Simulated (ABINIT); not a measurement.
## Completion of the band sum in GW: BN (P6_3/mmc)

Wanted: gap and time of BN (P6_3/mmc) with truncated and completed band sums.

Main program and level: ABINIT 10.8.3; PBE and many-body steps on it, plane waves.

### 1. Set-up

The structure is hexagonal, space group P6_3/mmc (No. 194). The conventional cell has a = 2.504 Å, b = 2.504 Å, c = 6.661 Å, α = 90.00°, β = 90.00°, γ = 120.00°. B has 3 N at 1.45 Å nearest. N has 3 B at 1.45 Å nearest. Farther neighbours, and contacts between anions beyond the nearest, are not listed.

The cell and positions come from the Crystallography Open Database and are kept as given unless a step says otherwise.

### 2. Empty states on the mesh, 6×6×4 mesh, 123 bands

This step: ABINIT 10.8.3; DFT, PBE, plane waves, norm-conserving pseudopotentials.

The sums over transitions need many empty states on a uniform mesh; this step solves for them.

Contents of run.abi:

```
acell 3*1.0 Angstrom
rprim 
  2.503989999987 0.000000000003 0.000000000000
  -1.251994999996 2.168518950810 0.000000000000
  0.000000000000 0.000000000000 6.661200000000
ntypat 2
znucl 5 7
natom 4
typat 1 1 2 2
xred 
  0.333333333333 0.666666666667 0.250000000000
  0.666666666667 0.333333333333 0.750000000000
  0.333333333333 0.666666666667 0.750000000000
  0.666666666667 0.333333333333 0.250000000000
pp_dirpath "pseudos"
pseudos "B.upf, N.upf"
ecut 36
ngkpt 6 6 4
nshiftk 1
shiftk 0 0 0
kptopt 1
chksymbreak 0
irdden 1
istwfk *1
nband 123
prtvol 0
optdriver 6
gwr_task "HDIAGO"
paral_kgb 0
occopt 1
indata_prefix "in"
outdata_prefix "out"
tmpdata_prefix "tmp"
```

Command:

```sh
$ OMP_NUM_THREADS=1 mpirun -n 4 abinit run.abi > log
```

Output:

```text
.Version 10.8.3 of ABINIT. v10.8.2 released Aug 2026.

 Symmetries : space group P6_3/m m c (#194); Bravais hP (primitive hexag.)
[... echo of the input left out ...]
== DATASET  1 ==================================================================
-   mpi_nproc: 4, omp_nthreads: 1 (-1 if OMP is not activated)

--- !DatasetInfo
iteration_state: {dtset: 1, }
dimensions: {natom: 4, nkpt: 21, mband: 123, nsppol: 1, nspinor: 1, nspden: 1, mpw: 2542, }
cutoff_energies: {ecut:  36.0, pawecutdg:  -1.0, }
[...]
Indirect band gap semiconductor
 Fundamental gap:     4.314 (eV)
   VBM:     2.782 (eV) at k: [ 3.3333E-01,  3.3333E-01,  5.0000E-01]
   CBM:     7.096 (eV) at k: [ 5.0000E-01,  0.0000E+00,  0.0000E+00]
 Direct gap:         4.670 (eV) at k: [ 3.3333E-01,  3.3333E-01,  5.0000E-01]

== END DATASET(S) ==============================================================
================================================================================

 -outvars: echo values of variables after computation  --------
           etotal      0.0000000000E+00
            nband         123
             nkpt          21
          spgroup         194
 [... the other variables as echoed above ...]

 Calculation completed.
```

Run time: 76 s. Hardware: 4 MPI ranks of Arm Neoverse V1, shared host; peak memory 1.6 GiB; 5 min of CPU time.

Read from the output:

| Item | Value |
| --- | --- |
| gap | 4.314 eV |
| k of the valence top | 0.3333, 0.3333, 0.5 |
| k of the conduction bottom | 0.5, 0, 0 |
| least direct gap | 4.670 eV |
| k points computed | 21 |
| lowest point of the top converged band, above the valence top | 107.8822 eV |

On this mesh the gap is 4.314 eV.

The density comes from a self-consistent run that is not shown.

### 3. Screening, 6×6×4 mesh, 115 bands, screening to 190.5 eV

The RPA dielectric matrix is built and inverted for each q.

This step: RPA screening on PBE, plane waves, norm-conserving pseudopotentials.

Edit run.abi of step 2 so:

```diff
@@ -22,10 +22,11 @@
 chksymbreak 0
-irdden 1
 istwfk *1
-nband 123
-prtvol 0
-optdriver 6
-gwr_task "HDIAGO"
-paral_kgb 0
 occopt 1
+irdwfk 1
+optdriver 3
+nband 115
+ecuteps 7
+inclvkb 2
+awtr 1
+symchi 1
 indata_prefix "in"
```

Output:

```text
.Version 10.8.3 of ABINIT. v10.8.2 released Aug 2026.

 Symmetries : space group P6_3/m m c (#194); Bravais hP (primitive hexag.)
[... echo of the input left out ...]
== DATASET  1 ==================================================================
-   mpi_nproc: 4, omp_nthreads: 1 (-1 if OMP is not activated)

--- !DatasetInfo
iteration_state: {dtset: 1, }
dimensions: {natom: 4, nkpt: 21, mband: 115, nsppol: 1, nspinor: 1, nspden: 1, mpw: 2542, }
cutoff_energies: {ecut:  36.0, pawecutdg:  -1.0, }
electrons: {nelect:   1.60000000E+01, charge:   0.00000000E+00, occopt:   1.00000000E+00, tsmear:   1.00000000E-02, }

 SCREENING: Calculation of the susceptibility and dielectric matrices

 Based on a program developped by R.W. Godby, V. Olevano, G. Onida, and L. Reining.
 Incorporated in ABINIT by V. Olevano, G.-M. Rignanese, and M. Torrent.
.Using double precision arithmetic ; gwpc =  8

[... cell and pseudopotentials left out ...]
--------------------------------------------------------------------------------

 ==== K-mesh for the wavefunctions ====
 Number of points in the irreducible wedge :    21
[... list of points left out ...]
 Together with 24 symmetry operations and time-reversal symmetry
 yields   144 points in the full Brillouin Zone.

 ==== Q-mesh for the screening function ====
 Number of points in the irreducible wedge :    21
[... list of points left out ...]
 Together with 24 symmetry operations and time-reversal symmetry
 yields   144 points in the full Brillouin Zone.

 setmesh: FFT mesh size selected  =    15x   15x   50
          total number of points  =        11250

 vcoul_init : cutoff-mode = AUXILIARY_FUNCTION
 q-points for optical limit:   1
     1)      0.000010    0.000020    0.000030

- screening: taking advantage of time-reversal symmetry
- Maximum band index for partially occupied states nbvw = 8
- Remaining bands to be divided among processors   nbcw = 107
- Number of bands treated by each node ~26

 Number of electrons calculated from density =   16.0000; Expected =   16.0000
 average of density, n =  0.065550
 r_s =    1.5386
 omega_plasma =   24.6969 [eV]

 calculating chi0 at frequencies [eV] :
  1    0.000000E+00    0.000000E+00
  2    0.000000E+00    2.469694E+01

--------------------------------------------------------------------------------
  q-point number  1        q = ( 0.000000, 0.000000, 0.000000) [r.l.u.]
--------------------------------------------------------------------------------
[... chi0 elements left out ...]
 For q-point:  0.000010 0.000020 0.000030
  dielectric constant =   4.2250
  dielectric constant without local fields =   4.5496

  Average fulfillment of the sum rule on Im[epsilon] for q-point    1 :     86.86  [%]
[... wings left out ...]
  q-point number  2        q = ( 0.166667, 0.000000, 0.000000) [r.l.u.]
--------------------------------------------------------------------------------
[... chi0 elements left out ...]
  Average fulfillment of the sum rule on Im[epsilon] for q-point    2 :     91.97  [%]

 [... 19 further q-points ...]
```

Wall time 93 s (4 MPI ranks); peak memory 0.93 GiB.

Numbers from this step:

```yaml
eps_infinity_with_local_fields_on_this_mesh: 4.225
eps_infinity_without_local_fields_on_this_mesh: 4.550
plasma_frequency: 24.70 eV
plane_waves_in_the_screening_matrix: 213
```

Local fields lower ε∞ by 7 %. On a Γ-centred mesh this coarse the value itself is usually too large, while a short band sum pulls it down.

### 4. 115 bands

The self-energy is evaluated for the states that the input lists, and the quasiparticle equation is solved.

This step: G0W0 on PBE, plane waves, norm-conserving pseudopotentials.

Edit run.abi of step 3 so:

```diff
@@ -25,8 +25,19 @@
 irdwfk 1
-optdriver 3
+optdriver 4
 nband 115
+gwcalctyp 0
+ecutsigx 36
+symsigma 1
+nkptgw 3
+kptgw 
+  0.3333333333 0.3333333333 0.5000000000
+  0.5000000000 0.0000000000 0.0000000000
+  0.0000000000 0.0000000000 0.0000000000
+bdgw 
+  7 10
+  7 10
+  7 10
 ecuteps 7
-inclvkb 2
-awtr 1
-symchi 1
+irdscr 1
+ppmodel 1
 indata_prefix "in"
```

Output:

```text
.Version 10.8.3 of ABINIT. v10.8.2 released Aug 2026.

 Symmetries : space group P6_3/m m c (#194); Bravais hP (primitive hexag.)
[... echo of the input left out ...]
== DATASET  1 ==================================================================
-   mpi_nproc: 4, omp_nthreads: 1 (-1 if OMP is not activated)

--- !DatasetInfo
iteration_state: {dtset: 1, }
dimensions: {natom: 4, nkpt: 21, mband: 115, nsppol: 1, nspinor: 1, nspden: 1, mpw: 2542, }
cutoff_energies: {ecut:  36.0, pawecutdg:  -1.0, }
electrons: {nelect:   1.60000000E+01, charge:   0.00000000E+00, occopt:   1.00000000E+00, tsmear:   1.00000000E-02, }

 SIGMA: Calculation of the GW corrections

 Based on a program developped by R.W. Godby, V. Olevano, G. Onida, and L. Reining.
 Incorporated in ABINIT by V. Olevano, G.-M. Rignanese, and M. Torrent.
.Using double precision arithmetic ; gwpc =  8

[... cell and pseudopotentials left out ...]
--------------------------------------------------------------------------------

 ==== K-mesh for the wavefunctions ====
 Number of points in the irreducible wedge :    21
[... list of points left out ...]
 Together with 24 symmetry operations and time-reversal symmetry
 yields   144 points in the full Brillouin Zone.

 ==== Q-mesh for screening function ====
 Number of points in the irreducible wedge :    21
[... list of points left out ...]
 Together with 24 symmetry operations and time-reversal symmetry
 yields   144 points in the full Brillouin Zone.

 vcoul_init : cutoff-mode = AUXILIARY_FUNCTION
 q-points for optical limit:   1
     1)      0.000010    0.000020    0.000030
 setmesh: FFT mesh size selected  =    24x   24x   72
          total number of points  =        41472

 Number of electrons calculated from density =   16.0000; Expected =   16.0000
 average of density, n =  0.065550
 r_s =    1.5386
 omega_plasma =   24.6969 [eV]

 === KS Band Gaps ===
  >>>> For spin  1
   Minimum direct gap =   4.6696 [eV], located at k-point      :   0.3333  0.3333  0.5000
   Fundamental gap    =   4.3142 [eV], Top of valence bands at :   0.3333  0.3333  0.5000
                                       Bottom of conduction at :   0.5000  0.0000  0.0000
 SIGMA fundamental parameters:
 PLASMON POLE MODEL  1
 number of plane-waves for SigmaX                 2481
 number of plane-waves for SigmaC and W            213
 number of plane-waves for wavefunctions          2481
 number of bands                                   115
 number of independent spin polarizations            1
 number of spinorial components                      1
 number of k-points in IBZ                          21
 number of q-points in IBZ                          21
 number of symmetry operations                      24
 number of k-points in BZ                          144
 number of q-points in BZ                          144
 number of frequencies for dSigma/dE                 9
 frequency step for dSigma/dE [eV]                0.25
 number of omega for Sigma on real axis              0
 max omega for Sigma on real axis  [eV]           0.00
 zcut for avoiding poles [eV]                     0.10

 EPSILON^-1 parameters (SCR file):
 dimension of the eps^-1 matrix on file            213
 dimension of the eps^-1 matrix used               213
 number of plane-waves for wavefunctions          2481
 number of bands                                   115
 number of q-points in IBZ                          21
 number of frequencies                               2
 number of real frequencies                          1
 number of imag frequencies                          1

 matrix elements of self-energy operator (all in [eV])

 Perturbative Calculation

--- !SelfEnergy_ee
iteration_state: {dtset: 1, }
kpoint     : [   0.333,    0.333,    0.500, ]
spin       : 1
KS_gap     :    4.670
QP_gap     :    6.242
Delta_QP_KS:    1.573
data: !SigmaeeData |
     Band     E0 <VxcDFT>   SigX SigC(E0)      Z dSigC/dE  Sig(E)    E-E0       E
        7   2.782 -16.630 -19.896   2.406   0.805  -0.242 -17.322  -0.691   2.090
        8   2.782 -16.630 -19.896   2.406   0.805  -0.242 -17.322  -0.691   2.090
        9   7.451 -10.920  -5.627  -4.234   0.832  -0.201 -10.039   0.881   8.333
       10   7.451 -10.920  -5.627  -4.234   0.832  -0.201 -10.039   0.881   8.333

--- !SelfEnergy_ee
iteration_state: {dtset: 1, }
kpoint     : [   0.500,    0.000,    0.000, ]
spin       : 1
KS_gap     :    4.750
QP_gap     :    6.271
Delta_QP_KS:    1.521
data: !SigmaeeData |
     Band     E0 <VxcDFT>   SigX SigC(E0)      Z dSigC/dE  Sig(E)    E-E0       E
        7   1.355 -14.859 -18.586   2.532   0.805  -0.242 -15.821  -0.963   0.392
        8   2.345 -16.389 -19.872   2.537   0.803  -0.245 -17.149  -0.759   1.586
[...]
--- !SelfEnergy_ee
iteration_state: {dtset: 1, }
kpoint     : [   0.000,    0.000,    0.000, ]
spin       : 1
KS_gap     :    6.581
QP_gap     :    7.832
Delta_QP_KS:    1.251
data: !SigmaeeData |
     Band     E0 <VxcDFT>   SigX SigC(E0)      Z dSigC/dE  Sig(E)    E-E0       E
[...]
8   1.476 -18.428 -22.714   3.144   0.812  -0.232 -19.355  -0.926   0.549
        9   8.056  -8.607  -4.485  -3.743   0.854  -0.171  -8.283   0.325   8.381
       10  13.045 -13.671  -7.109  -4.862   0.803  -0.245 -12.306   1.365  14.410

== END DATASET(S) ==============================================================
================================================================================

 -outvars: echo values of variables after computation  --------
           etotal      0.0000000000E+00
            nband         115
             nkpt          21
          spgroup         194
 [... the other variables as echoed above ...]

 Calculation completed.
```

Wall time 26 s (4 MPI ranks); peak memory 1 GiB.

This step gave:

```
G0W0 gap on the mesh                         : 5.767 eV
starting gap on the mesh                     : 4.314 eV
k of the valence top                         : 0.3333, 0.3333, 0.5
k of the conduction bottom                   : 0.5, 0, 0
Z at the valence top                         : 0.805
Z at the conduction bottom                   : 0.84
least direct G0W0 gap on the computed points : 6.243 eV
```

The gap on the mesh goes from 4.31 eV to 5.77 eV, a correction of +1.45 eV.

### 5. Screening, 6×6×4 mesh, 17 bands, screening to 190.5 eV

This step: RPA screening on PBE, plane waves, norm-conserving pseudopotentials.

Edit run.abi of step 4 so:

```diff
@@ -25,19 +25,8 @@
 irdwfk 1
-optdriver 4
-nband 115
-gwcalctyp 0
-ecutsigx 36
-symsigma 1
-nkptgw 3
-kptgw 
-  0.3333333333 0.3333333333 0.5000000000
-  0.5000000000 0.0000000000 0.0000000000
-  0.0000000000 0.0000000000 0.0000000000
-bdgw 
-  7 10
-  7 10
-  7 10
+optdriver 3
+nband 17
 ecuteps 7
-irdscr 1
-ppmodel 1
+inclvkb 2
+awtr 1
+symchi 1
 indata_prefix "in"
```

Output:

```text
.Version 10.8.3 of ABINIT. v10.8.2 released Aug 2026.

 Symmetries : space group P6_3/m m c (#194); Bravais hP (primitive hexag.)
[... echo of the input left out ...]
== DATASET  1 ==================================================================
-   mpi_nproc: 4, omp_nthreads: 1 (-1 if OMP is not activated)

--- !DatasetInfo
iteration_state: {dtset: 1, }
dimensions: {natom: 4, nkpt: 21, mband: 17, nsppol: 1, nspinor: 1, nspden: 1, mpw: 2542, }
cutoff_energies: {ecut:  36.0, pawecutdg:  -1.0, }
electrons: {nelect:   1.60000000E+01, charge:   0.00000000E+00, occopt:   1.00000000E+00, tsmear:   1.00000000E-02, }

 SCREENING: Calculation of the susceptibility and dielectric matrices

 Based on a program developped by R.W. Godby, V. Olevano, G. Onida, and L. Reining.
 Incorporated in ABINIT by V. Olevano, G.-M. Rignanese, and M. Torrent.
.Using double precision arithmetic ; gwpc =  8

[... cell and pseudopotentials left out ...]
--------------------------------------------------------------------------------

 ==== K-mesh for the wavefunctions ====
 Number of points in the irreducible wedge :    21
[... list of points left out ...]
 Together with 24 symmetry operations and time-reversal symmetry
 yields   144 points in the full Brillouin Zone.

 ==== Q-mesh for the screening function ====
 Number of points in the irreducible wedge :    21
[... list of points left out ...]
 Together with 24 symmetry operations and time-reversal symmetry
 yields   144 points in the full Brillouin Zone.

 setmesh: FFT mesh size selected  =    15x   15x   50
          total number of points  =        11250

 vcoul_init : cutoff-mode = AUXILIARY_FUNCTION
 q-points for optical limit:   1
     1)      0.000010    0.000020    0.000030

- screening: taking advantage of time-reversal symmetry
- Maximum band index for partially occupied states nbvw = 8
- Remaining bands to be divided among processors   nbcw = 9
- Number of bands treated by each node ~2

 Number of electrons calculated from density =   16.0000; Expected =   16.0000
 average of density, n =  0.065550
 r_s =    1.5386
 omega_plasma =   24.6969 [eV]

 calculating chi0 at frequencies [eV] :
  1    0.000000E+00    0.000000E+00
  2    0.000000E+00    2.469694E+01

--------------------------------------------------------------------------------
  q-point number  1        q = ( 0.000000, 0.000000, 0.000000) [r.l.u.]
--------------------------------------------------------------------------------
[... chi0 elements left out ...]
 For q-point:  0.000010 0.000020 0.000030
  dielectric constant =   4.1451
  dielectric constant without local fields =   4.4002

  Average fulfillment of the sum rule on Im[epsilon] for q-point    1 :     24.84  [%]
[... wings left out ...]
  q-point number  2        q = ( 0.166667, 0.000000, 0.000000) [r.l.u.]
--------------------------------------------------------------------------------
[... chi0 elements left out ...]
  Average fulfillment of the sum rule on Im[epsilon] for q-point    2 :     51.77  [%]

 [... 19 further q-points ...]
```

Elapsed: 13 s, on 4 MPI ranks; peak memory 0.48 GiB.

Read from the output:

```
ε∞ with local fields, on this mesh    : 4.145
ε∞ without local fields, on this mesh : 4.400
plasma frequency                      : 24.70 eV
plane waves in the screening matrix   : 213
```

[end of part 1 of 2]

[Long decimals in the printed logs are rounded to 6 places.]

[Logs are printed without paths, hosts, clocks, repeated set-up lines and the standing remarks that a program may print on its own settings, such as how far it seeks lower states.]

[Paths, hosts, dates, memory and timing lines, banners, echoed tables and standing remarks are left out of the program output; an Ansatz launch command may be rebuilt from the run's recorded settings. Measured values are a selection of at most five: reports struck by readers or far from the other reports are left out. None is set beside runs whose start may be inverted or whose files or cutoffs have a known fault.]

[Runs of the session that timed out or met a known fault of the program may be left out.]

[Hosts, paths, dates, database ids (printed as entryN), source tags and the programs' standing remarks are cut or masked in the printed files.]

[G0W0 gaps are taken among the corrected bands and points alone; a level outside them can change the order at an edge.]

[Where Ansatz stands beside ABINIT at settings called matched, ABINIT's density can come from a denser mesh and the files from another edition; pairs whose starting gaps differed by over 0.03 eV were left out, so agreement reads better than it is.]
